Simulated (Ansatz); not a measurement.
# Li on W(110): change of the work function, part 3 of 4

Aim: the work function of W(110) at several coverages of Li (hollow site), and the dipole that each adsorbate carries.

Ansatz 0.2.0; plane-wave DFT, PBE, Ansatz PAW.

So far, work function, upper face (eV): step 2 (the clean slab) 4.84; step 3 (37 atoms, coverage 0.111 ML, cell 3x3) 3.51.

## (4) The covered slab, k-mesh 6×6×1, coverage 0.25 ML

System of this step: LiW16 (Li/W(110)). The cell holds 17 atoms: 16 W and 1 Li. Cell: a = 5.473 Å, b = 5.473 Å, c = 27.271 Å, α = 90.0°, β = 90.0°, γ = 70.5°. Vacuum lies along c.

Another coverage, to see how the dipoles act on each other as their distance changes.

File input.yaml:

```yaml
crystal:
  lattice:
    - [4.468914857, -3.16, 0.0]
    - [4.468914857, 3.16, 0.0]
    - [0.0, 0.0, 27.2706338538]
  atoms:
    - { symbol: W, position: [0.0, 0.0, 0.3300253323] }
    - { symbol: W, position: [0.25, 0.25, 0.4119617274] }
    - { symbol: W, position: [0.0, 0.0, 0.495287083] }
    - { symbol: W, position: [0.25, 0.25, 0.5756727792] }
    - { symbol: W, position: [0.0, 0.5, 0.3300253323] }
    - { symbol: W, position: [0.25, 0.75, 0.4119617274] }
    - { symbol: W, position: [0.0, 0.5, 0.495287083] }
    - { symbol: W, position: [0.25, 0.75, 0.5756727792] }
    - { symbol: W, position: [0.5, 0.0, 0.3300253323] }
    - { symbol: W, position: [0.75, 0.25, 0.4119617274] }
    - { symbol: W, position: [0.5, 0.0, 0.495287083] }
    - { symbol: W, position: [0.75, 0.25, 0.5756727792] }
    - { symbol: W, position: [0.5, 0.5, 0.3300253323] }
    - { symbol: W, position: [0.75, 0.75, 0.4119617274] }
    - { symbol: W, position: [0.5, 0.5, 0.495287083] }
    - { symbol: W, position: [0.75, 0.75, 0.5756727792] }
    - { symbol: Li, position: [0.42, 0.42, 0.6699746677] }
kpoints:
  mp_grid: { grid: [6, 6, 1] }
hamiltonian:
  xc: pbe
scf:
  occupations: { method: fermi_dirac, width: 0.1 }
  convergence: { dr2_threshold: 1.0e-08 }
efield:
  axis: 3
  dipole_correction: true
  ramp_position: 0.97
  ramp_width: 0.06
relax:
  f_tol: 0.02
  max_steps: 60
  constraints: [{ sites: [0, 1, 4, 5, 8, 9, 12, 13] }]
output:
  dos: { projected: true, e_range: [-8, 4] }
  write_potential: true
  write_density: true
  volumetric_format: npy
  elf: true
```

Command:

```bash
> ansatz run input.yaml --threads 4 --pin off --max-ram 16384MiB --backend cpu --events-out ev --progress --plain --runs-dir out
```

Output:

```text
[...]
Crystal: 17 atoms, lattice volume = 770.219 Å³
Basis set: ecut = 420 eV, 15083 PW (Γ), exchange–correlation on 80×80×384 points (8 copies of the dense FFT grid, shifted against one another)
Bands: 137, of which v1, the nominal top of the filled ones, is band 114 counted from 1 (113 counted from 0)
Symmetry: 2 space group operations
[...]
k-points: 13 of 36 (time reversal used)
[...]
SCF iter   1: F=—  HF=-166351.570154 eV  |F-HF|=—  |Δ(HF+E_count)|=         —  Δρ=9.29e-3  dr2=1.52e1  ethr=1.77e-3  p=0.635 e·Å  D=1.49e-1 V/Å  ΔV_dip=-4.07 eV  dr2_dipole=7.23e0  V_vac-E_F(+/−)=1.16/5.23 eV  ⟨swp⟩=10.1  Hψ=9252  notcnv=0
[...]
SCF iter  10: F=-166351.154033 eV  HF=-166351.154033 eV  |F-HF|=5.82e-11  |Δ(HF+E_count)|=   2.05e-8  Δρ=7.09e-7  dr2=9.46e-9  ethr=4.41e-12  p=0.454 e·Å  D=1.07e-1 V/Å  ΔV_dip=-2.91 eV  dr2_dipole=3.94e-10  V_vac-E_F(+/−)=1.98/4.89 eV  ⟨swp⟩=13.8  Hψ=14106  notcnv=0
SCF 1 converged in 10 iterations: F = -166351.154033 eV  dr2 = 9.46e-9
[...]
relax step   1: F+E_penalty+E_count = -166351.15403350 eV  Δ(F+E_penalty+E_count) = +0.000e0 eV  max|allowed force component| = 6.167e-1 eV/Å  Δτ_max = 0.0000 Å  (10 SCF iters, accepted)
[...]
SCF iter   1: F=—  HF=-166351.262354 eV  |F-HF|=—  |Δ(HF+E_count)|=         —  Δρ=3.56e-3  dr2=5.89e-1  ethr=2.00e-4  p=0.454 e·Å  D=1.07e-1 V/Å  ΔV_dip=-2.91 eV  dr2_dipole=1.99e-1  V_vac-E_F(+/−)=2.00/4.91 eV  ⟨swp⟩=1.9  Hψ=5588  notcnv=0
[...]
eigensolver tolerance schedule calibrated: the retry pair's looser diagonalisation under-reported the residual by θ = 0.23 (0.19/decade); ethr = c·dr2/N_el runs at the constant in force after the calibration composes with the one it found (an armed cap, an earlier calibration), c = 2.7e-2
[...]
SCF iter   2: F=—  HF=-166351.241538 eV  |F-HF|=—  |Δ(HF+E_count)|=   2.08e-2  Δρ=1.85e-3  dr2=9.58e-2  ethr=6.93e-5  p=0.416 e·Å  D=9.77e-2 V/Å  ΔV_dip=-2.67 eV  dr2_dipole=1.85e-3  V_vac-E_F(+/−)=2.22/4.89 eV  ⟨swp⟩=3.0  Hψ=3766  notcnv=0
[...]
SCF iter  10: F=-166351.228116 eV  HF=-166351.228116 eV  |F-HF|=5.33e-9  |Δ(HF+E_count)|=   3.41e-9  Δρ=2.68e-7  dr2=1.54e-9  ethr=1.18e-12  p=0.402 e·Å  D=9.45e-2 V/Å  ΔV_dip=-2.58 eV  dr2_dipole=9.61e-11  V_vac-E_F(+/−)=2.31/4.89 eV  ⟨swp⟩=12.2  Hψ=13403  notcnv=0
SCF 2 converged in 10 iterations: F = -166351.228116 eV  dr2 = 1.54e-9
relax step   2: F+E_penalty+E_count = -166351.22811595 eV  Δ(F+E_penalty+E_count) = -7.408e-2 eV  max|allowed force component| = 5.492e-1 eV/Å  Δτ_max = 0.1949 Å  (10 SCF iters, accepted)
SCF iter   1: F=—  HF=-166351.277752 eV  |F-HF|=—  |Δ(HF+E_count)|=         —  Δρ=2.09e-3  dr2=1.28e-1  ethr=1.99e-3  p=0.402 e·Å  D=9.45e-2 V/Å  ΔV_dip=-2.58 eV  dr2_dipole=1.61e-2  V_vac-E_F(+/−)=2.32/4.90 eV  ⟨swp⟩=3.9  Hψ=3154  notcnv=0
[...]
SCF iter   9: F=-166351.276894 eV  HF=-166351.276894 eV  |F-HF|=8.76e-9  |Δ(HF+E_count)|=   2.90e-8  Δρ=7.26e-7  dr2=7.04e-9  ethr=4.41e-12  p=0.384 e·Å  D=9.03e-2 V/Å  ΔV_dip=-2.46 eV  dr2_dipole=4.77e-10  V_vac-E_F(+/−)=2.42/4.89 eV  ⟨swp⟩=12.8  Hψ=14173  notcnv=0
SCF 3 converged in 9 iterations: F = -166351.276894 eV  dr2 = 7.04e-9
relax step   3: F+E_penalty+E_count = -166351.27689413 eV  Δ(F+E_penalty+E_count) = -4.878e-2 eV  max|allowed force component| = 1.176e-1 eV/Å  Δτ_max = 0.1865 Å  (9 SCF iters, accepted)
[...]
relax step   4: F+E_penalty+E_count = -166351.29704284 eV  Δ(F+E_penalty+E_count) = -2.015e-2 eV  max|allowed force component| = 6.659e-2 eV/Å  Δτ_max = 0.2000 Å  (9 SCF iters, accepted)
[...]
relax step   5: F+E_penalty+E_count = -166351.30691967 eV  Δ(F+E_penalty+E_count) = -9.877e-3 eV  max|allowed force component| = 2.266e-2 eV/Å  Δτ_max = 0.2000 Å  (9 SCF iters, accepted)
[...]
relax step   6: F+E_penalty+E_count = -166351.30793725 eV  Δ(F+E_penalty+E_count) = -1.018e-3 eV  max|allowed force component| = 2.218e-2 eV/Å  Δτ_max = 0.1156 Å  (8 SCF iters, accepted)
SCF iter   1: F=—  HF=-166351.307420 eV  |F-HF|=—  |Δ(HF+E_count)|=         —  Δρ=2.54e-4  dr2=3.39e-4  ethr=1.25e-6  p=0.379 e·Å  D=8.91e-2 V/Å  ΔV_dip=-2.43 eV  dr2_dipole=9.05e-9  V_vac-E_F(+/−)=2.46/4.88 eV  ⟨swp⟩=3.3  Hψ=3974  notcnv=0
[...]
SCF iter   7: F=-166351.308074 eV  HF=-166351.308074 eV  |F-HF|=3.20e-9  |Δ(HF+E_count)|=   1.12e-8  Δρ=2.68e-7  dr2=9.12e-10  ethr=4.41e-12  p=0.379 e·Å  D=8.91e-2 V/Å  ΔV_dip=-2.43 eV  dr2_dipole=2.81e-11  V_vac-E_F(+/−)=2.46/4.88 eV  ⟨swp⟩=12.5  Hψ=13727  notcnv=0
SCF 7 converged in 7 iterations: F = -166351.308074 eV  dr2 = 9.12e-10
relax step   7: F+E_penalty+E_count = -166351.30807425 eV  Δ(F+E_penalty+E_count) = -1.370e-4 eV  max|allowed force component| = 1.148e-2 eV/Å  Δτ_max = 0.0138 Å  (7 SCF iters, accepted)
[...]
SCF converged after 7 iterations
Free energy (F): -166351.308074 eV
[...]
Internal energy: -166350.900724 eV  (E = F + TS)
E sigma→0 (E₀):  -166351.104399 eV
Entropy (-TS):   -0.407350 eV (-23.962 meV/atom)
Fermi energy:    5.159951 eV
Dipole field:    D = 0.089094 V/Å  (p = 0.379229 e·Å, saw-weighted, corrected)
Work function:   Φ+ = 2.4553 eV   Φ− = 4.8850 eV
[...]
--- Forces (eV/Å), atoms counted from 1 ---
  atom   1  W      0.00013675    -0.00000000     0.38047296
  atom   2  W     -0.00218527     0.00000000    -0.34450955
  atom   3  W      0.00014959     0.00000000    -0.00774770
  atom   4  W     -0.00267787     0.00000000     0.00590022
  atom   5  W      0.00014009    -0.00027437     0.36139016
  atom   6  W     -0.00371490    -0.03877816    -0.39357981
  atom   7  W      0.00537747    -0.01147804     0.00254329
  atom   8  W     -0.00071016     0.00413701    -0.00162292
  atom   9  W      0.00014009     0.00027437     0.36139016
  atom  10  W     -0.00371490     0.03877816    -0.39357981
  atom  11  W      0.00537747     0.01147804     0.00254329
  atom  12  W     -0.00071016    -0.00413701    -0.00162292
  atom  13  W      0.00028033    -0.00000000     0.37399198
  atom  14  W     -0.00515067     0.00000000    -0.34594674
  atom  15  W      0.01061903    -0.00000000    -0.00114311
  atom  16  W     -0.00212262    -0.00000000    -0.00158467
  atom  17  Li    -0.00123537     0.00000000     0.00310135
  max |Σ_I F_I| component: 3.84e-6 eV/Å
--- Band table (eV; the first three rows and the last of 13) ---
  k-point 0: bands = [... 110 lower, 5.6775, 5.8063, 5.8148, 5.8785, 6.0351, 6.2282, 6.2715, 6.7096, ... 19 higher]
  k-point 1: bands = [... 110 lower, 5.1813, 5.3543, 5.4384, 5.5994, 6.1596, 6.2190, 6.3661, 6.4911, ... 19 higher]
  k-point 2: bands = [... 110 lower, 4.6610, 4.7484, 5.0501, 5.1424, 5.3670, 5.5983, 5.8396, 6.1123, ... 19 higher]
  k-point 12: bands = [... 110 lower, 4.3967, 4.3974, 4.4757, 4.6196, 4.6418, 4.7713, 4.8064, 5.2443, ... 19 higher]
--- Relaxed structure (7 steps of the walk, 7 accepted, 0 SCFs on fresh bases) ---
  F+E_penalty+E_count = -166351.30807425 eV   max|allowed force component| = 1.148e-2 eV/Å
  atoms:
    - { symbol: W, position: [0.0, 0.0, 0.330025] }
    - { symbol: W, position: [0.25, 0.25, 0.411962] }
    - { symbol: W, position: [-6.836900e-5, -6.836900e-5, 0.494750] }
    - { symbol: W, position: [0.252023, 0.252023, 0.576907] }
    - { symbol: W, position: [-5.551115e-17, 0.5, 0.330025] }
    - { symbol: W, position: [0.250000, 0.75, 0.411962] }
    - { symbol: W, position: [-0.000219041, 0.499978, 0.495130] }
    - { symbol: W, position: [0.245451, 0.754418, 0.575418] }
    - { symbol: W, position: [0.5, -5.551115e-17, 0.330025] }
    - { symbol: W, position: [0.75, 0.250000, 0.411962] }
    - { symbol: W, position: [0.499978, -0.000219041, 0.495130] }
    - { symbol: W, position: [0.754418, 0.245451, 0.575418] }
    - { symbol: W, position: [0.5, 0.5, 0.330025] }
    - { symbol: W, position: [0.75, 0.75, 0.411962] }
    - { symbol: W, position: [0.499831, 0.499831, 0.495167] }
    - { symbol: W, position: [0.747884, 0.747884, 0.576928] }
    - { symbol: Li, position: [0.500357, 0.500357, 0.659299] }
```

It took 6.3 min on 4 threads of Arm Neoverse V1, shared host; peak memory 2.9 GiB; 24 min of CPU time.

The steps of the relaxation:

```tsv
step	energy less that of the first step (eV)	largest force component (eV/Å)
1	0.0000	0.6167
2	-0.0741	0.5492
3	-0.1229	0.1176
4	-0.1430	0.0666
5	-0.1529	0.0227
6	-0.1539	0.0222
7	-0.1540	0.0115
```

Forces are held to the 2 operations that the program found; a distortion that breaks them can't arise in this run.

The atoms that moved most (Å):

```tsv
atom	dx	dy	dz	length
Li17	0.718	0.000	-0.291	0.775
W16	-0.019	0.000	0.034	0.039
W4	0.018	0.000	0.034	0.038
W8	-0.001	0.028	-0.007	0.029
W12	-0.001	-0.028	-0.007	0.029
W3	-0.001	0.000	-0.015	0.015
```

The relaxed structure:

```xyz
17
Lattice="4.4689 -3.1600 0.0000 4.4689 3.1600 0.0000 0.0000 0.0000 27.2706" Properties=species:S:1:pos:R:3
W     0.0000    0.0000    9.0000
W     2.2345    0.0000   11.2345
W    -0.0006    0.0000   13.4921
W     2.2525    0.0000   15.7326
W     2.2345    1.5800    9.0000
W     4.4689    1.5800   11.2345
W     2.2334    1.5806   13.5025
W     4.4683    1.6083   15.6920
W     2.2345   -1.5800    9.0000
W     4.4689   -1.5800   11.2345
W     2.2334   -1.5806   13.5025
W     4.4683   -1.6083   15.6920
W     4.4689    0.0000    9.0000
W     6.7034    0.0000   11.2345
W     4.4674    0.0000   13.5035
W     6.6845    0.0000   15.7332
Li    4.4721    0.0000   17.9795
```

This step gave:

```yaml
energy_at_zero_smearing: -166351.1044 eV
work_function_upper_face: 2.455 eV
work_function_lower_face: 4.885 eV
dipole_along_the_normal: 0.3792 e·Å
step_between_the_vacuum_levels: -2.430 eV
```

The density of states has structure finer than the step of the table below, so its rows give means over 0.25 eV. Peaks (eV: height): -3.100: 38.3, -2.950: 27.3, -2.830: 28.5, -2.740: 28.7, -2.650: 29.3, -1.980: 28.4, -1.470: 26.8.

Table of density of states by energy, zero at the Fermi level; means over each step:

```tsv
energy (eV)	density of states (states/eV a cell)
-7.75	0.940
-7.50	1.85
-7.25	1.99
-7.00	2.27
-6.75	2.14
-6.50	1.68
-6.25	4.39
-6.00	5.32
-5.75	11.0
-5.50	8.23
-5.25	11.0
-5.00	11.5
-4.75	13.6
-4.50	20.3
-4.25	12.7
-4.00	12.2
-3.75	8.49
-3.50	8.23
-3.25	19.8
-3.00	23.6
-2.75	24.6
-2.50	20.3
-2.25	20.0
-2.00	22.1
-1.75	21.7
-1.50	22.7
-1.25	14.7
-1.00	14.1
-0.75	10.7
-0.50	13.2
-0.25	10.1
0.00	12.8
0.25	12.1
0.50	13.6
0.75	13.8
1.00	16.9
1.25	18.4
1.50	19.5
1.75	19.5
```

Projected DOS per atom over height of the atomic layer and energy from the Fermi level. Layers: W4 W4 W4 W4 Li from below.

Ten even steps from '0' (0.00 states/eV) to '9' (1.68 states/eV), each cell a mean:
```
67662
66661
63351
53350
42250
52250
72261
95591
86691
76680
89880
48850
33330
44440
57750
25520
24520
12310
01100
01000
00000
00000
```
Columns: height of the atomic layer (Å) from 9 to 18.0; rows upwards: energy from the Fermi level (eV) from -7.96 to 1.84.

Electrostatic potential energy in the ca plane at fractional y = 0.500, with atoms of W and Li within 0.2 Å of it. With pseudopotentials it is smooth inside the atoms' cores, unlike the true potential.

Ten even steps from '0' (-58 eV) to '9' (9 eV), each cell a mean:
```
00268999997300048999999999999999999999999999
22589999998632378999999999999999999999999999
77899988999877789998999999999999999999999999
88999988999988899998999999999999999999999999
77899988999876789998999999999999999999999999
22579999998632368999999987789999999999999999
00268999997300048999999864578999999999999999
00168999997200038999999863478999999999999999
00379999998410258999999976689999999999999999
55789988999754689999999998899999999999999999
88899988999988899998999999999999999999999999
88899988999988899998999999999999999999999999
45689988998754589998999999999999999999999999
00379999998410158999999999999999999999999999
00168999997200048999999999999999999999999999
```
Columns run along c (16.0 Å, from fractional 0.32 to 0.91 of the cell; values clipped at the 3rd and 97th percentile), rows up along a (5.5 Å). Atoms in or near the plane, at fractional coordinates: W at (0.33, 0.00), W at (0.50, 0.00), W at (0.33, 0.50), W at (0.50, 0.50), Li at (0.66, 0.50).

ELF in the ca plane at fractional y = 0.500, with atoms of W and Li within 0.2 Å of it. It is the smooth field of the valence electrons, not physical close to the nuclei.

Ten even steps from '0' (0.00 × 1e-1) to '9' (9.80 × 1e-1), each cell a mean:
```
45633433442554642443344433211000000000000000
66424433442366523433344443321000000000000000
33234433444233224433445554421100000000000000
33344433444433344433456654221100000000000000
33234433443233324433456531000000000000000000
66424433442366523433455302200000000000000000
44633433442553642443455139940000000000000000
12633433442641552443454149960000000000000000
66524433442466632433345215610000000000000000
54324433443245323433456410000000000000000000
33344433444333334433456652111000000000000000
33344433444333334433455655321100000000000000
54324433443245323433345544321100000000000000
66524433442466632433344443211000000000000000
12633433442641552443444432210000000000000000
```
Columns run along c (16.0 Å, from fractional 0.32 to 0.91 of the cell), rows up along a (5.5 Å). Atoms in or near the plane, at fractional coordinates: W at (0.33, 0.00), W at (0.50, 0.00), W at (0.33, 0.50), W at (0.50, 0.50), Li at (0.66, 0.50).

Valence density in the ca plane at fractional y = 0.500, with atoms of W and Li within 0.2 Å of it. It is the smooth field of the valence electrons, not physical close to the nuclei.

Ten steps, logarithmic in the rise over the least value, from '0' (0.0 e/Å³) to '9' (6.8 e/Å³), each cell a mean:
```
99854333334799974333322110000000000000000000
88643333334578753333332110000000000000000000
55433344333455443334332110000000000000000000
44333344333344433344432210000000000000000000
55433344333455543334332211000000000000000000
88643333334678753333332224300000000000000000
99854333334799974333322269820000000000000000
99864333334899974333322279930000000000000000
99753333334689864333332246510000000000000000
66543333333467643333332211100000000000000000
44433344333344433344332211000000000000000000
44433344333344433344432110000000000000000000
76543333333467643334332110000000000000000000
99753333334789864333322110000000000000000000
99864333335899974333322100000000000000000000
```
Columns run along c (16.0 Å, from fractional 0.32 to 0.91 of the cell), rows up along a (5.5 Å). Atoms in or near the plane, at fractional coordinates: W at (0.33, 0.00), W at (0.50, 0.00), W at (0.33, 0.50), W at (0.50, 0.50), Li at (0.66, 0.50).

The relaxation took 7 steps and lowered the energy by 0.15 eV; the largest force on the free atoms ends at 0.011 eV/Å.

By hand: a sheet of dipoles makes a step −p/(ε₀A) in the electron's potential. With e/ε₀ = 180.95 V·Å, p = 0.3792 e·Å and A = 28.24 Å², that is −180.95 × (0.3792) / 28.24 = -2.430 eV, and the two vacuum levels of the run differ by -2.430 eV.

The covered face has 2.46 eV, -2.39 eV against the clean one; the bare back face has moved by -0.01 eV, a measure of how thin the slab is.

## (5) Adsorbate added, k-mesh 6×6×1, coverage 0.5 ML

System of this step: LiW8 (Li/W(110)). The cell holds 18 atoms: 16 W and 2 Li. Cell: a = 5.473 Å, b = 5.473 Å, c = 27.271 Å, α = 90.0°, β = 90.0°, γ = 70.5°. Vacuum lies along c.

Another coverage, to see how the dipoles act on each other as their distance changes.

input.yaml: that of step 4 with these lines changed.

```diff
@@ -23,2 +23,3 @@
     - { symbol: Li, position: [0.42, 0.42, 0.6699746677] }
+    - { symbol: Li, position: [0.92, 0.42, 0.6699746677] }
 kpoints:
```

Output:

```text
[...]
Crystal: 18 atoms, lattice volume = 770.219 Å³
Basis set: ecut = 420 eV, 15083 PW (Γ), exchange–correlation on 80×80×384 points (8 copies of the dense FFT grid, shifted against one another)
Bands: 138, of which v1, the nominal top of the filled ones, is band 115 counted from 1 (114 counted from 0)
Symmetry: 2 space group operations
[...]
- { symbol: W, position: [0.241462, 0.752657, 0.576392] }
[...]
- { symbol: W, position: [0.5, 0.5, 0.330025] }
    - { symbol: W, position: [0.75, 0.75, 0.411962] }
    - { symbol: W, position: [0.500055, 0.500009, 0.495085] }
    - { symbol: W, position: [0.741462, 0.752657, 0.576392] }
    - { symbol: Li, position: [0.500415, 0.499948, 0.657439] }
    - { symbol: Li, position: [1.000415, 0.499948, 0.657439] }
[key lines of the parts left out:]
SCF converged after 8 iterations
Free energy (F): -166556.326531 eV
Fermi energy:    5.277982 eV
Dipole field:    D = 0.089535 V/Å  (p = 0.381107 e·Å, saw-weighted, corrected)
Work function:   Φ+ = 2.4430 eV   Φ− = 4.8847 eV
```

It took 9.6 min on 4 threads; peak memory 3.4 GiB.

Step by step:

```tsv
step	energy less that of the first step (eV)	largest force component (eV/Å)
1	0.0000	0.5803
2	-0.1920	0.4411
3	-0.3012	0.1407
4	-0.3433	0.0777
5	-0.3646	0.1050
6	-0.3727	0.0191
7	-0.3730	0.0074
```

Forces are held to the 2 operations that the program found; a distortion that breaks them can't arise in this run.

The atoms that moved most (Å):

```tsv
atom	dx	dy	dz	length
Li18	0.717	-0.001	-0.342	0.794
Li17	0.717	-0.001	-0.342	0.794
W4	0.027	-0.036	0.018	0.049
W12	0.027	-0.036	0.018	0.049
W16	-0.026	0.035	0.020	0.048
W8	-0.026	0.035	0.020	0.048
W3	0.000	0.000	-0.012	0.012
W11	0.000	0.000	-0.012	0.012
```

The relaxed structure:

```xyz
18
Lattice="4.4689 -3.1600 0.0000 4.4689 3.1600 0.0000 0.0000 0.0000 27.2706" Properties=species:S:1:pos:R:3
W     0.0000    0.0000    9.0000
W     2.2345    0.0000   11.2345
W    -0.0001   -0.0001   13.4944
W     2.2615   -0.0365   15.7174
W     2.2345    1.5800    9.0000
W     4.4689    1.5800   11.2345
W     2.2347    1.5799   13.5013
W     4.4426    1.6154   15.7186
W     2.2345   -1.5800    9.0000
W     4.4689   -1.5800   11.2345
W     2.2344   -1.5801   13.4944
W     4.4959   -1.6165   15.7174
W     4.4689    0.0000    9.0000
W     6.7034    0.0000   11.2345
W     4.4692   -0.0001   13.5013
W     6.6771    0.0354   15.7186
Li    4.4705   -0.0015   17.9288
Li    6.7050   -1.5815   17.9288
```

The density of states has structure finer than the step of the table below, so its rows give means over 0.2 eV. Peaks (eV: height): -3.07: 38.1, -2.92: 30.9, -2.80: 28.6, -2.62: 29.2, -2.26: 29.1, -1.47: 26.6, 1.62: 25.6.

The density of states by energy, zero at the Fermi level; means over each step:

```tsv
energy (eV)	density of states (states/eV a cell)
-7.8	0.917
-7.6	1.21
-7.4	2.28
-7.2	1.89
-7.0	2.33
-6.8	2.40
-6.6	1.52
-6.4	2.13
-6.2	4.92
-6.0	4.87
-5.8	9.49
-5.6	10.0
-5.4	9.02
-5.2	11.2
-5.0	12.0
-4.8	11.7
-4.6	19.4
-4.4	18.3
-4.2	11.4
-4.0	12.0
-3.8	10.5
-3.6	7.18
-3.4	9.92
-3.2	22.9
-3.0	22.2
-2.8	25.3
-2.6	22.0
-2.4	19.8
-2.2	23.0
-2.0	20.9
-1.8	21.9
-1.6	21.2
-1.4	20.8
-1.2	13.9
-1.0	15.3
-0.8	9.87
-0.6	13.7
-0.4	12.2
-0.2	11.7
0.0	13.9
0.2	12.6
0.4	13.8
0.6	14.4
0.8	14.2
1.0	17.6
1.2	18.0
1.4	19.1
1.6	22.0
```

The relaxation took 7 steps and lowered the energy by 0.37 eV; the largest force on the free atoms ends at 0.0074 eV/Å.

The covered face has 2.44 eV, -2.40 eV against the clean one; the bare back face has moved by -0.01 eV, a measure of how thin the slab is.

[end of part 3 of 4]

[Long decimals in the printed logs are rounded to 6 places.]

[Logs are printed without paths, hosts, clocks, repeated set-up lines and the standing remarks that a program may print on its own settings, such as how far it seeks lower states.]

[Hosts, paths, dates, database ids (printed as entryN), source tags and the programs' standing remarks are cut or masked in the printed files.]

[Maps of the electrostatic potential energy from Ansatz leave out the sawtooth potential of an applied field or a dipole correction, so their vacuum need not be flat; planar profiles and work functions include it.]

[The density of states shown here was stored with 400 of the rows of the run's finer table, so its peaks can read low, often by over a quarter, or be missed, and its means over a window can be off by a tenth or more.]
